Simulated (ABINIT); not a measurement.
# TiO2 (Anatase): G0W0 with ABINIT, start to end, part 2 of 3

Aim: the G0W0 gap of TiO2 (Anatase) on PBE, step by step.

ABINIT 10.8.3; PBE and many-body steps on it, plane waves. Known limits of the many-body steps: not at the basis limit.

So far. Step 2 (Ground state): The gap is indirect, with the least direct gap 0.31 eV higher.

## (3) Bands along the symmetry lines

Level of this step: DFT, PBE, plane waves, norm-conserving pseudopotentials (ABINIT).

The cheap functional maps the bands first; the places of the edges decide which points the dearer methods must see.

Contents of run.abi:

```
acell 3*1.0 Angstrom
rprim 
  -1.892100000000 1.892100000000 4.757300000000
  1.892100000000 -1.892100000000 4.757300000000
  1.892100000000 1.892100000000 -4.757300000000
ntypat 2
znucl 22 8
natom 6
typat 1 1 2 2 2 2
xred 
  0.000000000000 0.000000000000 0.000000000000
  0.750000000000 0.250000000000 0.500000000000
  0.208100000000 0.208100000000 0.000000000000
  0.958100000000 0.458100000000 0.500000000000
  0.541900000000 0.041900000000 0.500000000000
  0.791900000000 0.791900000000 0.000000000000
pp_dirpath "pseudos"
pseudos "Ti.upf, O.upf"
ecut 38
iscf -2
irdden 1
kptopt 0
nkpt 76
kpt 
  0.00000000 0.00000000 0.00000000
  0.00000000 0.00000000 0.06250000
  0.00000000 0.00000000 0.12500000
  0.00000000 0.00000000 0.18750000
  0.00000000 0.00000000 0.25000000
  0.00000000 0.00000000 0.31250000
  0.00000000 0.00000000 0.37500000
  0.00000000 0.00000000 0.43750000
  0.00000000 0.00000000 0.50000000
  0.03125000 0.03125000 0.46875000
  0.06250000 0.06250000 0.43750000
  0.09375000 0.09375000 0.40625000
  0.12500000 0.12500000 0.37500000
  0.15625000 0.15625000 0.34375000
  0.18750000 0.18750000 0.31250000
  0.21875000 0.21875000 0.28125000
  0.25000000 0.25000000 0.25000000
  0.21875000 0.28125000 0.21875000
  0.18750000 0.31250000 0.18750000
  0.15625000 0.34375000 0.15625000
  0.12500000 0.37500000 0.12500000
  0.09375000 0.40625000 0.09375000
  0.06250000 0.43750000 0.06250000
  0.03125000 0.46875000 0.03125000
  0.00000000 0.50000000 0.00000000
  0.00000000 0.43750000 0.00000000
  0.00000000 0.37500000 0.00000000
  0.00000000 0.31250000 0.00000000
  0.00000000 0.25000000 0.00000000
  0.00000000 0.18750000 0.00000000
  0.00000000 0.12500000 0.00000000
  0.00000000 0.06250000 0.00000000
  0.00000000 0.00000000 0.00000000
  0.06250000 0.06250000 -0.06250000
  0.12500000 0.12500000 -0.12500000
  0.18750000 0.18750000 -0.18750000
  0.25000000 0.25000000 -0.25000000
  0.31250000 0.31250000 -0.31250000
  0.37500000 0.37500000 -0.37500000
  0.43750000 0.43750000 -0.43750000
  0.50000000 0.50000000 -0.50000000
  0.47369330 0.52630670 -0.47369330
  0.44738660 0.55261340 -0.44738660
  0.42107990 0.57892010 -0.42107990
  0.39477321 0.60522679 -0.39477321
  0.36846651 0.63153349 -0.36846651
  0.34215981 0.65784019 -0.34215981
  0.31585311 0.68414689 -0.31585311
  0.28954641 0.71045359 -0.28954641
  -0.28954641 0.28954641 0.28954641
  -0.25335311 0.25335311 0.25335311
  -0.21715981 0.21715981 0.21715981
  -0.18096651 0.18096651 0.18096651
  -0.14477320 0.14477320 0.14477320
  -0.10857990 0.10857990 0.10857990
  -0.07238660 0.07238660 0.07238660
  -0.03619330 0.03619330 0.03619330
  0.00000000 0.00000000 0.00000000
  0.00000000 0.00000000 0.50000000
  -0.00988660 0.00988660 0.50000000
  -0.01977321 0.01977321 0.50000000
  -0.02965981 0.02965981 0.50000000
  -0.03954642 0.03954642 0.50000000
  -0.04943302 0.04943302 0.50000000
  -0.05931962 0.05931962 0.50000000
  -0.06920623 0.06920623 0.50000000
  -0.07909283 0.07909283 0.50000000
  0.50000000 0.50000000 -0.07909283
  0.50000000 0.50000000 -0.13170623
  0.50000000 0.50000000 -0.18431962
  0.50000000 0.50000000 -0.23693302
  0.50000000 0.50000000 -0.28954642
  0.50000000 0.50000000 -0.34215981
  0.50000000 0.50000000 -0.39477321
  0.50000000 0.50000000 -0.44738660
  0.50000000 0.50000000 -0.50000000
istwfk *1
nband 31
nbdbuf 2
tolwfr 1e-08
nstep 40
prtwf 0
prtvol 0
indata_prefix "in"
outdata_prefix "out"
tmpdata_prefix "tmp"
```

Launch:

```console
> OMP_NUM_THREADS=1 mpirun -n 4 abinit run.abi > log
```

Numbers of over 12 decimals in the logs are rounded to 6 here.

Log:

```text
.Version 10.8.3 of ABINIT. v10.8.2 released Aug 2026.

 Symmetries : space group I4_1/a m d (#141); Bravais tI (body-center tetrag.)
[... echo of the input left out ...]
== DATASET  1 ==================================================================
-   mpi_nproc: 4, omp_nthreads: 1 (-1 if OMP is not activated)

--- !DatasetInfo
iteration_state: {dtset: 1, }
dimensions: {natom: 6, nkpt: 76, mband: 31, nsppol: 1, nspinor: 1, nspden: 1, mpw: 5174, }
cutoff_energies: {ecut:  38.0, pawecutdg:  -1.0, }
electrons: {nelect:   4.80000000E+01, charge:   0.00000000E+00, occopt:   1.00000000E+00, tsmear:   1.00000000E-02, }

 Real(R)+Recip(G) space primitive vectors, cartesian coordinates (Bohr,Bohr^-1):
 R(1)= -3.5755508  3.5755508  8.9899941  G(1)=  0.0000000  0.1398386  0.0556174
 R(2)=  3.5755508 -3.5755508  8.9899941  G(2)=  0.1398386  0.0000000  0.0556174
 R(3)=  3.5755508  3.5755508 -8.9899941  G(3)=  0.1398386  0.1398386  0.0000000
 Unit cell volume ucvol=  4.5973260E+02 bohr^3
 Angles (23,13,12)=  1.39434593E+02  1.39434593E+02  5.87128032E+01 degrees

 getcut: wavevector=  0.0000  0.0000  0.0000  ngfft=  60  60  60
         ecut(hartree)=     38.000   => boxcut(ratio)=   2.09654

--- Pseudopotential description ------------------------------------------------
- Ti Generated using ONCVPSP code by D. R. Hamann
- 22.00000  12.00000  171031                  znucl, zion, pspdat
12 -101130 2 -1 1586                          pspcod,pspxc,lmax,lloc,mmax
     nproj     2     2     2
  pspatm : epsatm=   14.68144553
         --- l  ekb(1:nproj) -->
             0   11.362348    1.263639
             1    1.975402   -0.084666
             2   -5.186090   -1.477451
 pspatm: atomic psp has been read  and splines computed

- O Generated using ONCVPSP code by D. R. Hamann
-  8.00000   6.00000  171031                  znucl, zion, pspdat
12 -101130 2 -1 936                           pspcod,pspxc,lmax,lloc,mmax
     nproj     2     2     1
  pspatm : epsatm=    6.19545534
         --- l  ekb(1:nproj) -->
[...]
2   -1.331955
 pspatm: atomic psp has been read  and splines computed

--------------------------------------------------------------------------------

================================================================================
 prteigrs : about to open file out_EIG
 Non-SCF case, kpt    1 (  0.00000  0.00000  0.00000), residuals and eigenvalues=
  8.80E-09  3.41E-09  8.12E-09  4.55E-09  6.70E-09  5.07E-09  6.60E-09  2.55E-09
  8.75E-09  6.50E-09  4.37E-09  5.19E-09  3.05E-09  4.58E-09  9.65E-09  3.99E-09
  5.15E-09  5.34E-09  9.92E-09  4.23E-09  6.85E-09  4.27E-09  4.12E-09  6.23E-09
  6.43E-09  8.56E-09  9.13E-09  6.72E-09  6.84E-09  6.92E-09  9.76E-05
 -1.9185E+00 -1.9163E+00 -1.0546E+00 -1.0458E+00 -1.0458E+00 -1.0432E+00
 -1.0432E+00 -1.0400E+00 -4.9493E-01 -4.5758E-01 -4.5221E-01 -4.3977E-01
[...]
1.0230E-01  1.0230E-01  1.0539E-01  1.0539E-01  1.4716E-01  1.4716E-01
  2.4407E-01  2.4407E-01  2.9217E-01  2.9217E-01  3.0912E-01  3.0912E-01
  3.3636E-01

--- !ResultsGS
iteration_state: {dtset: 1, }
comment   : Summary of ground state results
lattice_vectors:
- [ -3.5755508,   3.5755508,   8.9899941, ]
- [  3.5755508,  -3.5755508,   8.9899941, ]
- [  3.5755508,   3.5755508,  -8.9899941, ]
lattice_lengths: [  10.31451,   10.31451,   10.31451, ]
lattice_angles: [139.435, 139.435,  58.713, ] # degrees, (23, 13, 12)
lattice_volume:   4.5973260E+02
convergence: {deltae:  0.000E+00, res2:  0.000E+00, residm:  9.996E-09, diffor:  0.000E+00, }
etotal    :  -1.85216948E+02
entropy   :   0.00000000E+00
fermie    :   1.50508157E-01
cartesian_stress_tensor: null
pressure_GPa: null
xred      :
- [  0.0000E+00,   0.0000E+00,   0.0000E+00, Ti]
- [  7.5000E-01,   2.5000E-01,   5.0000E-01, Ti]
- [  2.0810E-01,   2.0810E-01,  -3.2879E-19,  O]
- [  9.5810E-01,   4.5810E-01,   5.0000E-01,  O]
- [  5.4190E-01,   4.1900E-02,   5.0000E-01,  O]
- [  7.9190E-01,   7.9190E-01,  -1.2512E-18,  O]
cartesian_forces: null
force_length_stats: {min: null, max: null, mean: null, }

 Integrated electronic density in atomic spheres:
 ------------------------------------------------
 Atom  Sphere_radius  Integrated_density
[...]
================================================================================

 ----iterations are completed or convergence reached----

 Mean square residual over all n,k,spin=   62.310E-10; max=  99.956E-10
 reduced coordinates (array xred) for    6 atoms
[...]
0.541900000000      0.041900000000      0.500000000000
       0.791900000000      0.791900000000     -0.000000000000

 cartesian coordinates (angstrom) at end:
    1      0.000000     0.000000     0.000000
    2      0.000000     1.892100     2.378650
    3      0.000000    -0.000000     1.979988
    4      0.000000     1.892100     4.358638
    5     -0.000000     1.892100     0.398662
    6      0.000000    -0.000000     7.534612
 length scales=  1.889726125908  1.889726125908  1.889726125908 bohr
              =  1.000000000000  1.000000000000  1.000000000000 angstroms
 prteigrs : about to open file out_EIG
 Eigenvalues (hartree) for nkpt=  76  k points:
 kpt#   1, nband= 31, wtk=  1.00000, kpt=  0.0000  0.0000  0.0000 (reduced coord)
[...]
kpt#   2, nband= 31, wtk=  1.00000, kpt=  0.0000  0.0000  0.0625 (reduced coord)
[...]
kpt#   3, nband= 31, wtk=  1.00000, kpt=  0.0000  0.0000  0.1250 (reduced coord)
[...]
kpt#  75, nband= 31, wtk=  1.00000, kpt=  0.5000  0.5000 -0.4474 (reduced coord)
[...]
0.24693    0.24693    0.29047    0.29047    0.30424    0.30424    0.34251
 kpt#  76, nband= 31, wtk=  1.00000, kpt=  0.5000  0.5000 -0.5000 (reduced coord)
[...]
-0.47333   -0.47333   -0.44981   -0.44981    0.01469    0.01469    0.01653    0.01653
   0.07689    0.07689    0.10230    0.10230    0.10539    0.10539    0.14716    0.14716
   0.24407    0.24407    0.29217    0.29217    0.30912    0.30912    0.33636

== END DATASET(S) ==============================================================
================================================================================

 -outvars: echo values of variables after computation  --------
            nband          31
             nkpt          76
          spgroup         141
 [... the other variables as echoed above ...]

 Calculation completed.
```

Elapsed: 3 min, on 4 MPI ranks of Arm Neoverse V1, shared host; peak memory 0.5 GiB.

This step gave:

| Item | Value |
| --- | --- |
| gap | 2.141 eV |
| k of the valence top | 0, 0, 0.4375 |
| k of the conduction bottom | 0, 0, 0 |
| least direct gap | 2.492 eV |

The gap is 2.141 eV, −0.045 eV from the run before at this level.

The electronic bands at the labelled points (eV, zero at the top of the highest filled band):

| point | band 21 | band 22 | band 23 | band 24 | band 25 | band 26 | band 27 | band 28 |
| --- | --- | --- | --- | --- | --- | --- | --- | --- |
| Γ | -0.78 | -0.78 | -0.48 | -0.48 | 2.14 | 2.89 | 4.02 | 4.02 |
| halfway | -1.84 | -0.96 | -0.61 | -0.25 | 3.01 | 3.16 | 3.54 | 3.77 |
| X | -2.07 | -2.07 | -0.05 | -0.05 | 3.38 | 3.38 | 3.85 | 3.85 |
| halfway | -1.81 | -1.81 | -0.14 | -0.14 | 3.45 | 3.45 | 3.78 | 3.78 |
| P | -1.60 | -1.60 | -0.24 | -0.24 | 3.61 | 3.61 | 3.64 | 3.64 |
| halfway | -1.90 | -0.97 | -0.60 | -0.35 | 3.18 | 3.32 | 3.71 | 3.73 |
| N | -1.96 | -0.95 | -0.86 | -0.65 | 3.27 | 3.58 | 3.60 | 3.70 |
| halfway | -1.35 | -0.80 | -0.80 | -0.53 | 3.00 | 3.26 | 3.36 | 3.64 |
| Γ | -0.78 | -0.78 | -0.48 | -0.48 | 2.14 | 2.89 | 4.02 | 4.02 |
| halfway | -1.08 | -1.08 | -0.25 | -0.25 | 2.24 | 2.77 | 3.86 | 3.86 |
| M | -1.27 | -1.27 | -0.14 | -0.14 | 2.50 | 2.50 | 3.81 | 3.81 |
| halfway | -1.32 | -0.72 | -0.61 | -0.57 | 2.76 | 3.23 | 3.44 | 3.58 |
| S | -1.20 | -0.94 | -0.91 | -0.84 | 3.24 | 3.52 | 3.60 | 3.66 |
| jump to S0 | -1.20 | -0.94 | -0.91 | -0.84 | 3.24 | 3.52 | 3.60 | 3.66 |
| halfway | -1.49 | -0.92 | -0.84 | -0.58 | 3.15 | 3.34 | 3.37 | 3.66 |
| Γ | -0.78 | -0.78 | -0.48 | -0.48 | 2.14 | 2.89 | 4.02 | 4.02 |
| jump to X | -2.07 | -2.07 | -0.05 | -0.05 | 3.38 | 3.38 | 3.85 | 3.85 |
| halfway | -2.02 | -2.02 | -0.06 | -0.06 | 3.37 | 3.37 | 3.83 | 3.83 |
| R | -1.91 | -1.91 | -0.09 | -0.09 | 3.35 | 3.35 | 3.79 | 3.79 |
| jump to G | -1.91 | -1.91 | -0.09 | -0.09 | 3.35 | 3.35 | 3.79 | 3.79 |
| halfway | -1.09 | -1.09 | -0.53 | -0.53 | 3.08 | 3.08 | 3.58 | 3.58 |
| M | -1.27 | -1.27 | -0.14 | -0.14 | 2.50 | 2.50 | 3.81 | 3.81 |

## (4) Empty states on the mesh, 4×4×4 mesh, 115 bands

The sums over transitions need many empty states on a uniform mesh; this step solves for them.

Contents of run.abi:

```
acell 3*1.0 Angstrom
rprim 
  -1.892100000000 1.892100000000 4.757300000000
  1.892100000000 -1.892100000000 4.757300000000
  1.892100000000 1.892100000000 -4.757300000000
ntypat 2
znucl 22 8
natom 6
typat 1 1 2 2 2 2
xred 
  0.000000000000 0.000000000000 0.000000000000
  0.750000000000 0.250000000000 0.500000000000
  0.208100000000 0.208100000000 0.000000000000
  0.958100000000 0.458100000000 0.500000000000
  0.541900000000 0.041900000000 0.500000000000
  0.791900000000 0.791900000000 0.000000000000
pp_dirpath "pseudos"
pseudos "Ti.upf, O.upf"
ecut 38
ngkpt 4 4 4
nshiftk 1
shiftk 0 0 0
kptopt 1
chksymbreak 0
iscf -2
irdden 1
istwfk *1
nband 115
nbdbuf 10
tolwfr 1e-09
nstep 60
prtvol 0
indata_prefix "in"
outdata_prefix "out"
tmpdata_prefix "tmp"
```

Log:

```text
.Version 10.8.3 of ABINIT. v10.8.2 released Aug 2026.

 Symmetries : space group I4_1/a m d (#141); Bravais tI (body-center tetrag.)
[... echo of the input left out ...]
== DATASET  1 ==================================================================
-   mpi_nproc: 4, omp_nthreads: 1 (-1 if OMP is not activated)

--- !DatasetInfo
iteration_state: {dtset: 1, }
dimensions: {natom: 6, nkpt: 13, mband: 115, nsppol: 1, nspinor: 1, nspden: 1, mpw: 5174, }
cutoff_energies: {ecut:  38.0, pawecutdg:  -1.0, }
electrons: {nelect:   4.80000000E+01, charge:   0.00000000E+00, occopt:   1.00000000E+00, tsmear:   1.00000000E-02, }

 Real(R)+Recip(G) space primitive vectors, cartesian coordinates (Bohr,Bohr^-1):
 R(1)= -3.5755508  3.5755508  8.9899941  G(1)=  0.0000000  0.1398386  0.0556174
 R(2)=  3.5755508 -3.5755508  8.9899941  G(2)=  0.1398386  0.0000000  0.0556174
 R(3)=  3.5755508  3.5755508 -8.9899941  G(3)=  0.1398386  0.1398386  0.0000000
 Unit cell volume ucvol=  4.5973260E+02 bohr^3
 Angles (23,13,12)=  1.39434593E+02  1.39434593E+02  5.87128032E+01 degrees

 getcut: wavevector=  0.0000  0.0000  0.0000  ngfft=  60  60  60
         ecut(hartree)=     38.000   => boxcut(ratio)=   2.09654

--- Pseudopotential description ------------------------------------------------
- Ti Generated using ONCVPSP code by D. R. Hamann
- 22.00000  12.00000  171031                  znucl, zion, pspdat
12 -101130 2 -1 1586                          pspcod,pspxc,lmax,lloc,mmax
     nproj     2     2     2
  pspatm : epsatm=   14.68144553
         --- l  ekb(1:nproj) -->
             0   11.362348    1.263639
             1    1.975402   -0.084666
             2   -5.186090   -1.477451
 pspatm: atomic psp has been read  and splines computed

- O Generated using ONCVPSP code by D. R. Hamann
-  8.00000   6.00000  171031                  znucl, zion, pspdat
12 -101130 2 -1 936                           pspcod,pspxc,lmax,lloc,mmax
     nproj     2     2     1
  pspatm : epsatm=    6.19545534
         --- l  ekb(1:nproj) -->
[...]
2   -1.331955
 pspatm: atomic psp has been read  and splines computed

--------------------------------------------------------------------------------

================================================================================
 prteigrs : about to open file out_EIG
 Non-SCF case, kpt    1 (  0.00000  0.00000  0.00000), residuals and eigenvalues=
  6.44E-10  7.57E-10  8.13E-10  8.57E-10  6.61E-10  4.23E-10  7.32E-10  5.55E-10
  1.13E-10  1.57E-10  1.16E-10  1.41E-10  1.27E-10  1.30E-10  2.91E-10  1.68E-10
  1.54E-10  3.16E-10  1.79E-10  2.77E-10  2.69E-10  2.27E-10  1.58E-10  2.02E-10
[...]
-1.9185E+00 -1.9163E+00 -1.0546E+00 -1.0458E+00 -1.0458E+00 -1.0432E+00
 -1.0432E+00 -1.0400E+00 -4.9493E-01 -4.5758E-01 -4.5221E-01 -4.3977E-01
  7.0812E-03  1.1453E-02  1.1453E-02  2.6319E-02  7.5837E-02  7.5837E-02
[...]
2.2393E+00  2.2523E+00  2.2574E+00  2.2574E+00  2.2665E+00  2.2665E+00
  2.2867E+00  2.3216E+00  2.3250E+00  2.3557E+00  2.3558E+00  2.3640E+00
  2.3887E+00
 prteigrs : prtvol=0 or 1, do not print more k-points.

--- !ResultsGS
iteration_state: {dtset: 1, }
comment   : Summary of ground state results
lattice_vectors:
- [ -3.5755508,   3.5755508,   8.9899941, ]
- [  3.5755508,  -3.5755508,   8.9899941, ]
- [  3.5755508,   3.5755508,  -8.9899941, ]
lattice_lengths: [  10.31451,   10.31451,   10.31451, ]
lattice_angles: [139.435, 139.435,  58.713, ] # degrees, (23, 13, 12)
lattice_volume:   4.5973260E+02
convergence: {deltae:  0.000E+00, res2:  0.000E+00, residm:  9.963E-10, diffor:  0.000E+00, }
etotal    :  -1.85216948E+02
entropy   :   0.00000000E+00
fermie    :   1.50508157E-01
cartesian_stress_tensor: null
pressure_GPa: null
xred      :
- [  0.0000E+00,   0.0000E+00,   0.0000E+00, Ti]
- [  7.5000E-01,   2.5000E-01,   5.0000E-01, Ti]
- [  2.0810E-01,   2.0810E-01,  -3.2879E-19,  O]
- [  9.5810E-01,   4.5810E-01,   5.0000E-01,  O]
- [  5.4190E-01,   4.1900E-02,   5.0000E-01,  O]
- [  7.9190E-01,   7.9190E-01,  -1.2512E-18,  O]
cartesian_forces: null
force_length_stats: {min: null, max: null, mean: null, }

 Integrated electronic density in atomic spheres:
 ------------------------------------------------
 Atom  Sphere_radius  Integrated_density
[...]
================================================================================

 ----iterations are completed or convergence reached----

 Mean square residual over all n,k,spin=   38.297E-11; max=  99.632E-11
 reduced coordinates (array xred) for    6 atoms
[...]
0.791900000000      0.791900000000     -0.000000000000

 cartesian coordinates (angstrom) at end:
    1      0.000000     0.000000     0.000000
    2      0.000000     1.892100     2.378650
    3      0.000000    -0.000000     1.979988
    4      0.000000     1.892100     4.358638
    5     -0.000000     1.892100     0.398662
    6      0.000000    -0.000000     7.534612
 length scales=  1.889726125908  1.889726125908  1.889726125908 bohr
              =  1.000000000000  1.000000000000  1.000000000000 angstroms
 prteigrs : about to open file out_EIG
 Eigenvalues (hartree) for nkpt=  13  k points:
 kpt#   1, nband=115, wtk=  0.01563, kpt=  0.0000  0.0000  0.0000 (reduced coord)
[...]
2.07360    2.07360    2.09849    2.09849    2.13804    2.20922    2.23934    2.25230
   2.25735    2.25735    2.26650    2.26650    2.28666    2.32165    2.32499    2.35569
   2.35580    2.36396    2.38874
 prteigrs : prtvol=0 or 1, do not print more k-points.

== END DATASET(S) ==============================================================
================================================================================

 -outvars: echo values of variables after computation  --------
            nband         115
             nkpt          13
          spgroup         141
 [... the other variables as echoed above ...]

 Calculation completed.
```

Wall time 90 s (4 MPI ranks); peak memory 0.45 GiB; 6 min of CPU time.

This step gave:

* gap: 2.189 eV
* k of the valence top: 0.5, 0.5, 0
* k of the conduction bottom: 0, 0, 0
* least direct gap: 2.492 eV
* k points computed: 13
* lowest point of the top converged band, above the valence top: 56.3774 eV

On this mesh the gap is 2.189 eV.

(Part 2 of 3 ends here.)

[Paths, hosts, dates, memory and timing lines, banners, echoed tables and standing remarks are left out of the program output.]

[Logs are printed without paths, hosts, clocks, repeated set-up lines and the standing remarks that a program may print on its own settings, such as how far it seeks lower states.]

[Runs of the session that timed out or met a known fault of the program may be left out.]

[Hosts, paths, dates, database ids (printed as entryN), source tags and the programs' standing remarks are cut or masked in the printed files.]

[G0W0 gaps are taken among the corrected bands and points alone; a level outside them can change the order at an edge.]

[Where Ansatz stands beside ABINIT at settings called matched, ABINIT's density can come from a denser mesh and the files from another edition; pairs whose starting gaps differed by over 0.03 eV were left out, so agreement reads better than it is.]
